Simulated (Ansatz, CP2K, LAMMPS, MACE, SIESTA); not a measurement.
# SIESTA on glassy B2O3 (220 atoms): settings against a plane-wave reference

Aim: run glassy B2O3 (220 atoms) in SIESTA and see how near its forces come to a plane-wave reference, and at what cost.

Calculated with SIESTA 5.4.2; the method is named at each step.

**1. Starting point**

The cell holds 220 atoms: 88 B and 132 O. Its edges and angles: a = 13.720 Å, b = 13.720 Å, c = 13.720 Å, α = 90.0°, β = 90.0°, γ = 90.0°. 220 atoms (88 B, 132 O) placed at random at 1.93 g/cm³, melted at 3000 K for 20 ps at fixed volume with the Buckingham and Coulomb pair potential of Guillot and Sator (Geochim. Cosmochim. Acta 71, 1249 (2007)) with the boron terms of Wang et al. (J. Non-Cryst. Solids 498, 294 (2018)). Quenched from 3000 K to 300 K at 100 K/ps and fixed volume, held 10 ps at zero pressure.

The yardstick, on the same geometry:

```
method                                           : Kohn-Sham DFT, PBE, PAW, plane waves (Ansatz 0.2.0); cutoff 420 eV, Γ point, fermi-dirac smearing of 0.05 eV; PAW set soft_2
r.m.s. force component                           : 0.9626 eV/Å
longest force                                    : 3.62 eV/Å
gap (highest filled to lowest empty level) : 2.475 eV
SCF cycles                                       : 10
time                                             : 19 s on 16 threads of Arm Neoverse V2, shared host
CPU time                                         : 4.6 min
```

**2. PBE, DZP, shift 0.01 Ry, mesh 350 Ry**

Method: Kohn-Sham DFT, PBE, PseudoDojo 0.4.1 norm-conserving pseudopotentials (converted to PSML), numerical atomic orbitals (DZP), diagonalisation.

The .psml files are PseudoDojo norm-conserving potentials that we converted to this format, checked against plane waves on the same files for H, C, O, Si, Ge and Ca alone.

File input.fdf:

```
SystemLabel cell
NumberOfAtoms 220
NumberOfSpecies 2
%block ChemicalSpeciesLabel
  1 5 B
  2 8 O
%endblock ChemicalSpeciesLabel
LatticeConstant 1.0 Ang
%block LatticeVectors
  13.71989 0.00000 0.00000
  0.00000 13.71989 0.00000
  0.00000 0.00000 13.71989
%endblock LatticeVectors
PAO.BasisSize DZP
PAO.EnergyShift 0.01 Ry
XC.Functional GGA
XC.Authors PBE
MeshCutoff 350 Ry
%block kgrid_Monkhorst_Pack
  1 0 0 0.0
  0 1 0 0.0
  0 0 1 0.0
%endblock kgrid_Monkhorst_Pack
SolutionMethod diagon
OccupationFunction FD
ElectronicTemperature 580 K
SCF.Mixer.Method Pulay
SCF.Mixer.Weight 0.15
SCF.Mixer.History 8
SCF.Mix Hamiltonian
MaxSCFIterations 150
SCF.DM.Tolerance 1e-04
SCF.H.Tolerance 1.0e-3 eV
WriteForces T
Write.HirshfeldPop T
Write.VoronoiPop T
Write.DM F
Write.H F
XML.Write F
AtomicCoordinatesFormat Fractional
%block AtomicCoordinatesAndAtomicSpecies
  0.85729 0.90952 0.09283 1
  0.13415 0.75480 0.51012 1
  0.22743 0.60582 0.00624 1
  0.30739 0.25385 0.17114 1
  0.24516 0.46288 0.13279 1
  0.39931 0.62999 0.68709 1
  0.09986 0.37211 0.04824 1
  0.76147 0.89062 0.71278 1
  0.47217 0.04941 0.94407 1
  0.67591 0.66666 0.43118 1
  0.24854 0.59043 0.27433 1
  0.17983 0.86962 0.23329 1
  0.14504 0.07487 0.59888 1
  0.88793 0.50274 0.48285 1
  0.82749 0.98800 0.35076 1
  0.32270 0.34803 0.52644 1
  0.97001 0.11094 0.79035 1
  0.89786 0.61552 0.75195 1
  0.04915 0.92721 0.52088 1
  0.24183 0.07612 0.12940 1
  0.47349 0.61308 0.36906 1
  0.86166 0.98204 0.56868 1
  0.90052 0.33365 0.59579 1
  0.43654 0.39683 0.13665 1
  0.52204 0.92906 0.20364 1
  0.00879 0.25132 0.37921 1
  0.18950 0.06910 0.31358 1
  0.49520 0.39170 0.60823 1
  0.45645 0.02360 0.66248 1
  0.00031 0.39650 0.24696 1
  0.26937 0.81285 0.39742 1
  0.25838 0.67621 0.82075 1
  0.46237 0.80323 0.35018 1
  0.67196 0.10831 0.32270 1
  0.48097 0.10360 0.13213 1
  0.23992 0.23938 0.87744 1
  0.78832 0.09457 0.81607 1
  0.61527 0.34134 0.45110 1
  0.08347 0.19162 0.98781 1
  0.88408 0.79130 0.83573 1
  0.67203 0.84936 0.09603 1
  0.62870 0.61885 0.60463 1
  0.68951 0.30348 0.71669 1
  0.88410 0.16805 0.49433 1
  0.44373 0.77442 0.85569 1
  0.52958 0.49773 0.74927 1
  0.48689 0.09475 0.36926 1
  0.84234 0.46297 0.15931 1
  0.28377 0.74230 0.15269 1
  0.10058 0.51653 0.36924 1
  0.15319 0.25979 0.51818 1
  0.54781 0.27175 0.84425 1
  0.79082 0.55661 0.31932 1
  0.28841 0.42237 0.86948 1
  0.67609 0.19187 0.55122 1
  0.99247 0.51842 0.98001 1
[... 160 atom lines left out ...]
  0.66241 0.75218 0.06990 2
  0.10431 0.00743 0.53352 2
  0.35187 0.71771 0.08107 2
  0.92818 0.99687 0.33427 2
%endblock AtomicCoordinatesAndAtomicSpecies
```

Started as:

```sh
$ OMP_NUM_THREADS=1 mpirun -np 4 siesta < input.fdf > output.txt
```

Output:

```text
Version         : 5.4.2
reinit: System Name:
reinit: System Label: cell
initatom: Reading input for the pseudopotentials and atomic orbitals ----------
Species number:   1 Atomic number:    5 Label: B
Species number:   2 Atomic number:    8 Label: O
Ground state valence configuration (from tables):   2s02  2p01  3d00  4f00
Ground state valence configuration (from tables):   2s02  2p04  3d00  4f00
---- Processing specs for species: B
GGA--PBE XC_GGA_X_PBE--XC_GGA_C_PBE pb
---- Processing specs for species: O
GGA--PBE XC_GGA_X_PBE--XC_GGA_C_PBE pb
B pseudopotential only contains V_ls up to l=1 -- lmxkb reset.
O pseudopotential only contains V_ls up to l=2 -- lmxkb reset.
Using PAO.SplitTailNorm
%block ChemicalSpeciesLabel
    1    5 B                       # Species index, atomic number, species label
    2    8 O                       # Species index, atomic number, species label
%endblock ChemicalSpeciesLabel
%block PAO.Basis                 # Define Basis set
B                     2                    # Species label, number of l-shells
 n=2   0   2                         # n, l, Nzeta
   5.254      3.670
   1.000      1.000
 n=2   1   2 P   1                   # n, l, Nzeta, Polarization, NzetaPol
   6.393      4.475
   1.000      1.000
O                     2                    # Species label, number of l-shells
 n=2   0   2                         # n, l, Nzeta
   3.532      2.299
   1.000      1.000
 n=2   1   2 P   1                   # n, l, Nzeta, Polarization, NzetaPol
   4.300      2.782
   1.000      1.000
%endblock PAO.Basis
coor:   Atomic-coordinates input format  =     Fractional
siesta: System type = bulk
initatomlists: Number of atoms, orbitals, and projectors:    220  2860  2420
siesta: ******************** Simulation parameters ****************************
Total number of electrons:  1056.000000
Total ionic charge:  1056.000000
 Kpoints in:            1 . Kpoints trimmed:            1
siesta: k-grid: Number of k-points = 1
siesta: k-points from Monkhorst-Pack grid
siesta: k-cutoff (effective) =     6.860 Ang
siesta: k-point supercell and displacements
siesta: k-grid:     1     0     0      0.000
siesta: k-grid:     0     1     0      0.000
siesta: k-grid:     0     0     1      0.000
                     ====================================
                        Single-point calculation
                     ====================================
outcell: Unit cell vectors (Ang):
       13.719890    0.000000    0.000000
        0.000000   13.719890    0.000000
        0.000000    0.000000   13.719890
outcell: Cell vector modules (Ang)   :   13.719890   13.719890   13.719890
outcell: Cell angles (23,13,12) (deg):     90.0000     90.0000     90.0000
outcell: Cell volume (Ang**3)        :   2582.5687
Gamma-point calculation with multiply-connected orbital pairs
Gamma-point calculation with multiply-connected orbital pairs
Folding of H and S implicitly performed
Folding of H and S implicitly performed
new_DM -- step:     1
Initializing Density Matrix...
Attempting to read DM from file... Failed...
DM filled with atomic data:
InitMesh: MESH = 160 x 160 x 160 = 4096000
InitMesh: Mesh cutoff (required, used) =   350.000   375.873 Ry
stepf: Fermi-Dirac step function
        iscf     Eharris(eV)        E_KS(eV)     FreeEng(eV)     dDmax    Ef(eV) dHmax(eV)
   scf:    1   -66459.996861   -66500.333962   -66500.333962  1.704125 -3.878419  9.682036
   scf:    2   -66583.840830   -66545.324138   -66545.324138  0.043389 -4.383892  5.908414
   scf:    3   -66582.393798   -66573.624398   -66573.624398  0.066647 -4.367957  0.825927
   scf:    4   -66573.924981   -66573.839811   -66573.839811  0.012539 -4.540334  0.329808
   scf:    5   -66573.975153   -66573.916565   -66573.916565  0.009089 -4.455990  0.351720
   scf:    6   -66573.972064   -66573.948695   -66573.948695  0.008379 -4.430376  0.086072
   scf:    7   -66573.954368   -66573.951874   -66573.951874  0.002850 -4.429084  0.015872
   scf:    8   -66573.951911   -66573.951993   -66573.951993  0.000920 -4.423354  0.049896
   scf:    9   -66573.952511   -66573.952342   -66573.952342  0.000511 -4.424698  0.002803
   scf:   10   -66573.952370   -66573.952358   -66573.952358  0.000111 -4.423466  0.000653
   scf:   11   -66573.952360   -66573.952359   -66573.952359  0.000024 -4.423144  0.000512
SCF Convergence by DM+H criterion
max |DM_out - DM_in|         :     0.0000240239
max |H_out - H_in|      (eV) :     0.0005124749
SCF cycle converged after 11 iterations
Using DM_out to compute the final energy and forces
siesta: E_KS(eV) =           -66573.9524
siesta: E_KS - E_eggbox =    -66573.9524
siesta: Atomic forces (eV/Ang):
     1   -1.288477   -2.120442    0.997709
     2   -1.264697    0.294004   -0.436211
     3   -1.064120   -1.569446    1.147232
     4    1.270641   -0.347595    0.743224
     5   -1.565028    2.498961   -0.917683
     6   -1.300008   -1.405575   -0.185555
     7    1.044031    0.924774    0.091972
     8   -0.339599   -1.273806   -1.199416
     9    0.213834   -1.299128   -0.616248
    10    1.432058    0.554794    0.673346
    11   -1.667646   -1.000914   -2.760922
    12    0.791867   -2.410070    1.341831
[...]
216    0.995124    0.240270    0.484176
   217    1.479015    0.588721   -0.241244
   218    0.933011    1.271063    0.218858
   219   -0.257239    0.452890   -0.270803
   220   -0.040239    0.152756   -0.635033
----------------------------------------
   Tot   -0.020295   -0.023484    0.012643
----------------------------------------
   Max    3.068267
   Res    0.974695    sqrt( Sum f_i^2 / 3N )
----------------------------------------
   Max    3.068267    constrained
Stress tensor Voigt[x,y,z,yz,xz,xy] (kbar):       83.53       83.91       75.65       -2.38       -1.81       17.48
(Free)E + p*V (eV/cell)   -66704.5662
Target enthalpy (eV/cell)   -66573.9524
siesta: Program's energy decomposition (eV):
siesta: Ebs     =    -15679.990222
siesta: Eions   =    100289.998702
siesta: Ena     =     16408.395648
siesta: Ekin    =     45073.175466
siesta: Enl     =     -9603.030653
siesta: DEna    =      -265.592582
siesta: DUscf   =        53.732468
siesta: Ex      =    -16712.250835
siesta: Ec      =     -1238.383170
siesta: Exc     =    -17950.634005
siesta: Eharris =    -66573.952360
siesta: Etot    =    -66573.952359
siesta: FreeEng =    -66573.952359
siesta: Final energy (eV):
siesta:  Band Struct. =  -15679.990222
siesta:       Kinetic =   45073.175466
siesta:       Hartree =   29228.247582
siesta:         Exch. =  -16712.250835
siesta:         Corr. =   -1238.383170
siesta:   Exch.-corr. =  -17950.634005
siesta:  Ion-electron =  -98953.936310
siesta:       Ion-ion =  -23970.805091
siesta:         Total =  -66573.952359
siesta:         Fermi =      -4.423144
siesta: Stress tensor (static) (eV/Ang**3):
siesta:     0.052137    0.010909   -0.001130
siesta:     0.010909    0.052374   -0.001484
siesta:    -0.001130   -0.001484    0.047215
siesta: Cell volume =       2582.568730 Ang**3
siesta: Pressure (static):
siesta:                Solid            Molecule  Units
siesta:          -0.00055083         -0.00044681  Ry/Bohr**3
siesta:          -0.05057518         -0.04102458  eV/Ang**3
siesta:         -81.03037941        -65.72862581  kBar
    Orbital volume contribution        =          79.220314 eV
    (Free)E + p_basis*V_orbitals       =      -66494.732045 eV
    (Free)Eharris+ p_basis*V_orbitals  =      -66494.732046 eV
Hirshfeld Atomic Populations:
Atom #   charge [q] valence [e]  Species
     1     0.282662    2.717338  B
     2     0.238375    2.761625  B
     3     0.216614    2.783386  B
     4     0.245976    2.754024  B
     5     0.225443    2.774557  B
     6     0.257365    2.742635  B
     7     0.235447    2.764553  B
     8     0.230723    2.769277  B
     9     0.226458    2.773542  B
    10     0.236005    2.763995  B
    11     0.253402    2.746598  B
    12     0.238301    2.761699  B
[...]
89    -0.148259    6.148259  O
    90    -0.168669    6.168669  O
    91    -0.164477    6.164477  O
    92    -0.185826    6.185826  O
    93    -0.151739    6.151739  O
    94    -0.166535    6.166535  O
    95    -0.140723    6.140723  O
    96    -0.161167    6.161167  O
    97    -0.170873    6.170873  O
    98    -0.156437    6.156437  O
    99    -0.165692    6.165692  O
   100    -0.157241    6.157241  O
[...]
--------------------
 Total     0.000001
Voronoi Atomic Populations:
Atom #   charge [q] valence [e]  Species
[...]
84     0.318012    2.681988  B
    85     0.299246    2.700754  B
    86     0.296385    2.703615  B
    87     0.264905    2.735095  B
    88     0.281397    2.718603  B
[...]
216    -0.167861    6.167861  O
   217    -0.199576    6.199576  O
   218    -0.189661    6.189661  O
   219    -0.185634    6.185634  O
   220    -0.197281    6.197281  O
--------------------
 Total     0.000001
```

It took 3 min on 4 MPI ranks of Arm Neoverse V2, shared host; peak memory 3.5 GiB.

Banners, paths, timers and routine set-up lines are dropped from the logs unmarked, and long logs keep their key lines alone; longer cuts are marked.

Compared with the plane-wave run:

```yaml
r_m_s_force_component: 0.9747 eV/Å
r_m_s_difference_of_force_components: 72.78 meV/Å
longest_difference_of_force_vectors: 231.1 meV/Å
force_difference_over_r_m_s_force: 7.561 %
slope_of_forces_against_the_reference_s: 1.01
correlation_of_force_components: 0.9973
spacing_of_highest_filled_and_lowest_empty_level: 2.233 eV
gap_difference: -0.2415 eV
```

Length of the force difference by element (eV/Å):

| element | atoms | mean | most |
| --- | --- | --- | --- |
| B | 88 | 0.10 | 0.21 |
| O | 132 | 0.13 | 0.23 |

Levels nearest the highest filled one (eV from it): -1.50, -1.45, -1.41, -1.37, -1.32, -1.29, -1.27, -1.14, -0.91, -0.39, -0.11, 0.00, 2.23, 2.57, 2.84, 3.12, 3.27, 3.40, 3.42, 3.47, 3.53, 3.56, 3.64, 3.69.

The surroundings of O164, picked at random, nearest first, numbered as they follow in the input and with coordinates relative to it.

| atom | x | y | z | distance (Å) | bonds | Hirshfeld charge (e) | Fx | Fy | Fz (eV/Å) |
| --- | --- | --- | --- | --- | --- | --- | --- | --- | --- |
| O164 | 0.00 | 0.00 | 0.00 | 0.00 | 2 | -0.16 | -0.75 | 0.43 | 0.15 |
| B39 | 0.13 | -1.15 | -0.74 | 1.37 | 3 | 0.25 | 1.85 | 1.61 | 0.16 |
| B7 | 0.36 | 1.33 | 0.09 | 1.38 | 3 | 0.24 | 1.04 | 0.92 | 0.09 |
| O161 | 1.22 | -1.17 | -1.62 | 2.34 | 2 | -0.16 | -0.46 | -1.58 | -0.59 |
| O181 | -0.73 | -2.21 | -0.43 | 2.37 | 2 | -0.14 | -0.73 | -1.00 | -0.01 |
| O127 | 1.26 | 1.73 | 1.09 | 2.40 | 2 | -0.17 | -0.08 | -1.51 | 0.76 |
| O163 | -0.15 | 2.37 | -0.67 | 2.46 | 2 | -0.17 | -0.26 | -0.40 | -0.62 |
| O180 | 2.52 | 0.83 | -1.76 | 3.19 | 2 | -0.19 | -0.91 | -1.12 | -0.35 |
| O183 | 2.75 | -1.38 | 1.02 | 3.24 | 2 | -0.16 | -0.26 | -0.58 | -0.72 |
| B36 | 2.28 | -0.49 | -2.26 | 3.25 | 3 | 0.24 | 0.95 | 1.75 | 0.82 |
| O172 | -1.96 | 1.88 | 1.82 | 3.27 | 2 | -0.16 | -0.31 | 0.16 | -0.75 |

Forces lie 7.6 % from the reference's, at 2.6 times its CPU time (on 4 against 16 cores).

**3. PBE, SZ, shift 0.02 Ry, mesh 350 Ry**

Method: Kohn-Sham DFT, PBE, PseudoDojo 0.4.1 norm-conserving pseudopotentials (converted to PSML), numerical atomic orbitals (SZ), diagonalisation.

input.fdf: that of step 2 with these lines changed.

```diff
@@ -13,4 +13,4 @@
 %endblock LatticeVectors
-PAO.BasisSize DZP
-PAO.EnergyShift 0.01 Ry
+PAO.BasisSize SZ
+PAO.EnergyShift 0.02 Ry
 XC.Functional GGA
@@ -27,3 +27,3 @@
 SCF.Mixer.Method Pulay
-SCF.Mixer.Weight 0.15
+SCF.Mixer.Weight 0.2
 SCF.Mixer.History 8
```

Output:

```text
Version         : 5.4.2
reinit: System Name:
reinit: System Label: cell
initatom: Reading input for the pseudopotentials and atomic orbitals ----------
Species number:   1 Atomic number:    5 Label: B
Species number:   2 Atomic number:    8 Label: O
Ground state valence configuration (from tables):   2s02  2p01  3d00  4f00
[... lines left out ...]
        iscf     Eharris(eV)        E_KS(eV)     FreeEng(eV)     dDmax    Ef(eV) dHmax(eV)
[... lines left out ...]
SCF Convergence by DM+H criterion
[... lines left out ...]
SCF cycle converged after 12 iterations
[... lines left out ...]
   Max    3.616632
[... lines left out ...]
   Max    3.616632    constrained
Stress tensor Voigt[x,y,z,yz,xz,xy] (kbar):      -91.22      -83.36      -90.65       -4.99        6.81        0.53
[... lines left out ...]
siesta: FreeEng =    -66252.845691
[... lines left out ...]
siesta:         Fermi =      -3.497491
[... lines left out ...]
siesta:           0.05518066          0.06762565  eV/Ang**3
siesta:          88.40916200        108.34823225  kBar
    Orbital volume contribution        =          29.542141 eV
    (Free)E + p_basis*V_orbitals       =      -66223.303550 eV
    (Free)Eharris+ p_basis*V_orbitals  =      -66223.303550 eV
Hirshfeld Atomic Populations:
Atom #   charge [q] valence [e]  Species
     1     0.274065    2.725935  B
     2     0.236747    2.763253  B
     3     0.213538    2.786462  B
[...]
89    -0.148135    6.148135  O
    90    -0.167358    6.167358  O
    91    -0.165437    6.165437  O
[...]
--------------------
 Total    -0.000024
Voronoi Atomic Populations:
Atom #   charge [q] valence [e]  Species
[...]
87     0.317922    2.682078  B
    88     0.352976    2.647024  B
[...]
219    -0.235617    6.235617  O
   220    -0.233521    6.233521  O
--------------------
 Total    -0.000024
```

Run time: 30 s. Hardware: 4 MPI ranks; peak memory 1.5 GiB; 2 min of CPU time.

Against the reference:

- r.m.s. force component: 1.093 eV/Å
- r.m.s. difference of force components: 655.8 meV/Å
- longest difference of force vectors: 2369 meV/Å
- force difference over r.m.s. force: 68.13 %
- slope of forces against the reference's: 0.9129
- correlation of force components: 0.8037
- gap (highest filled to lowest empty level): 1.532 eV
- gap difference: -0.9431 eV

This is a coarse setting, run to see what it loses.

Against the first run (7.6 %), the force difference from the reference is 68 %, at 0.16 times the CPU time.

(Continued in part 2 of 2.)

[Also dropped from logs without a mark: logging warnings of Python, and SIESTA's first energy breakdown and zero terms.]

[Logs are printed without paths, hosts, clocks, repeated set-up lines and the standing remarks that a program may print on its own settings, such as how far it seeks lower states.]

[Hosts, paths, dates, database ids (printed as entryN), source tags and the programs' standing remarks are cut or masked in the printed files.]
